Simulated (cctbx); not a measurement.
# Lattice, Laue class and space group of a new crystal

Cell: a = 8.3980 Å, b = 8.3980 Å, c = 8.3980 Å, α = 90.00°, β = 90.00°, γ = 90.00°. Expected content of the cell: Ir14 Gd8 Ge12.

Simulated single-crystal data (cctbx): Ga Kα, λ = 1.3414 Å, to d = 0.83 Å, 95 % of the full sphere, strongest reflection 70000 counts, noise from counting, a 4 % proportional error and a noise floor of 15 counts (s.d.); no absorption, some extinction.

Tests on the unmerged data give:

```text
4183 reflections to d = 0.832 A
centring   violations  <I/sigma> of those
    A        934 of  2104      8.2
    B        934 of  2114      8.2
    C        938 of  2116      8.2
    I          0 of  2108      0.0
    R       1257 of  2777      8.5
    F       1403 of  3167      8.2
Laue class    unique    Rint  (classes that these axes allow; Friedel mates merged)
I 1 2/m 1         585   0.030
I 1 1 2/m         585   0.029
I 2/m 1 1         585   0.030
I m m m           335   0.032
I 4/m             295   0.033
I 4/m m m         185   0.033
I m -3            113   0.035
I m -3 m           74   0.035
space group    extra absences  I>4sigma  <I/sigma>
I 4 3 2                 0          0         -  acentric
I -4 3 m                0          0         -  acentric
I m -3 m                0          0         -  centric
Wilson B = -0.01 A^2   <|E^2-1|> = 0.852 (0.968 centric, 0.736 acentric)   E^2>4: 1.4 %
shell (A)         n   <I/sigma>
 5.94 - 1.50     16     74.1
 1.50 - 1.20     12     84.6
 1.20 - 1.05     12     84.0
 1.05 - 0.95     12     71.7
 0.95 - 0.88     12     89.8
 0.88 - 0.83     10     81.7
```

**Question.** What are the lattice type, the Laue class and the likely space group?

The reflections that I centring forbids are absent (⟨I/σ⟩ near 0), so the lattice is I.

Rint stays low (0.029 to 0.035) up to I m -3 m, the highest class in these axes.

3 settings pass the absence test. No glide or screw absences show, which leaves I 4 3 2, I -4 3 m and I m -3 m.

⟨|E²−1|⟩ = 0.852 lies between the two ideal values. The Wilson B of -0.01 Å² means U ≈ -0.0001 Å², too small to be real: the Wilson fit fails with so few reflections and atoms.

The true group is Im-3m (no. 229), Laue class m-3m, centrosymmetric. The tables only narrow the choice to the tied entries; cell content, site symmetry and trial solutions must settle it.

The model is made up (kin elements in a known structure type, no relaxation), so it says nothing on whether the phase exists.

[Logs are printed without paths, hosts, clocks, repeated set-up lines and the standing remarks that a program may print on its own settings, such as how far it seeks lower states.]
